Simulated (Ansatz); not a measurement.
## LiCl (001) on Pb(100): work function and capacitance: the bare metal

Ansatz 0.2.0; plane-wave DFT, PBE-D3(BJ), Ansatz PAW (set soft_1); PAW set soft_1.

The metal alone, strained to the film's lattice, gives the work function from which the change is counted. The dipole correction removes the false field that a one-sided slab makes across the periodic vacuum, so each face gets a flat vacuum level of its own.

Input file input.yaml:

```yaml
crystal:
  lattice:
    - [3.63452886, 0.0, 0.0]
    - [0.0, 3.63452886, 0.0]
    - [0.0, 0.0, 25.2046041098]
  atoms:
    - { symbol: Pb, position: [0.5, 0.5, 0.3570776181] }
    - { symbol: Pb, position: [0.0, 0.0, 0.452359206] }
    - { symbol: Pb, position: [0.5, 0.5, 0.547640794] }
    - { symbol: Pb, position: [0.0, 0.0, 0.6429223819] }
kpoints:
  mp_grid: { grid: [10, 10, 1] }
hamiltonian:
  xc: pbe
  dispersion: d3bj
  pseudopotentials: { kind: paw, azcp: { folder: soft_1 } }
scf:
  occupations: { method: fermi_dirac, width: 0.1 }
  convergence: { dr2_threshold: 1.0e-09 }
efield:
  axis: 3
  dipole_correction: true
  ramp_position: 0.97
  ramp_width: 0.06
relax:
  f_tol: 0.01
  max_steps: 90
  constraints: [{ sites: [0, 1] }]
output:
  write_potential: true
  write_density: true
  volumetric_format: npy
```

Started as:

```console
$ ansatz run input.yaml --threads 4 --pin off --max-ram 8192MiB --backend cpu --events-out ev --progress --plain --runs-dir out
```

Q: Predict the work function upper face and electron's electrostatic potential energy less the Fermi level against z.

In the vacuum the potential turns flat, and its height over the Fermi level, 3.90 eV, is the work function of the face beside that plateau.

Forces are held to the 8 operations that the run works with; a distortion that breaks them can't arise in this run.

Relaxation path:

```
step  energy less that of the first step (eV)  largest force component (eV/Å)
   1                                   0.0000                          0.3510
   2                                  -0.0105                          0.1132
   3                                  -0.0133                          0.0445
   4                                  -0.0135                          0.0329
   5                                  -0.0136                          0.0021
```

The atoms that moved most (Å):

```
atom     dx     dy     dz  length
 Pb3  0.000  0.000  0.095   0.095
 Pb4  0.000  0.000  0.027   0.027
```

The relaxed structure:

```xyz
4
Lattice="3.6345 0.0000 0.0000 0.0000 3.6345 0.0000 0.0000 0.0000 25.2046" Properties=species:S:1:pos:R:3
Pb    1.8173    1.8173    9.0000
Pb    0.0000    0.0000   11.4015
Pb    1.8173    1.8173   13.8982
Pb    0.0000    0.0000   16.2318
```

Numbers from this step:

```yaml
work_function_upper_face: 3.897 eV
dipole_along_the_normal: -7.14e-4 e·Å
```

Running mean over 2.402 and then 2.57 Å of the planar mean; the ramp of the sawtooth is left out. The electron's electrostatic potential energy less the Fermi level by z:

z (Å), electron's electrostatic potential energy less the Fermi level (eV) and a bar from the least value:
```
      3.5       3.89 ##############################
      4.0       3.88 ##############################
      4.5       3.88 ##############################
      5.0       3.86 ##############################
      5.5       3.79 ##############################
      6.0       3.56 #############################
      6.5       2.93 ###########################
      7.0       1.80 #######################
      7.5       0.29 ##################
      8.0      -1.35 #############
      8.5      -2.89 ########
      9.0      -4.07 ####
      9.5      -4.74 ##
     10.0      -4.99 #
     10.5      -5.03 #
     11.0      -4.98 #
     11.5      -4.90 #
     12.0      -4.83 #
     12.5      -4.80 #
     13.0      -4.83 #
     13.5      -4.93 #
     14.0      -5.08 #
     14.5      -5.21 
     15.0      -5.24 
     15.5      -5.11 
     16.0      -4.60 ##
     16.5      -3.59 #####
     17.0      -2.12 ##########
     17.5      -0.47 ################
     18.0       1.14 #####################
     18.5       2.48 #########################
     19.0       3.34 ############################
     19.5       3.72 #############################
     20.0       3.84 ##############################
     20.5       3.88 ##############################
     21.0       3.89 ##############################
     21.5       3.90 ##############################
     22.0       3.90 ##############################
```

[Logs are printed without paths, hosts, clocks, repeated set-up lines and the standing remarks that a program may print on its own settings, such as how far it seeks lower states.]

[Hosts, paths, dates, database ids (printed as entryN), source tags and the programs' standing remarks are cut or masked in the printed files.]

[Maps of the electrostatic potential energy from Ansatz leave out the sawtooth potential of an applied field or a dipole correction, so their vacuum need not be flat; planar profiles and work functions include it.]
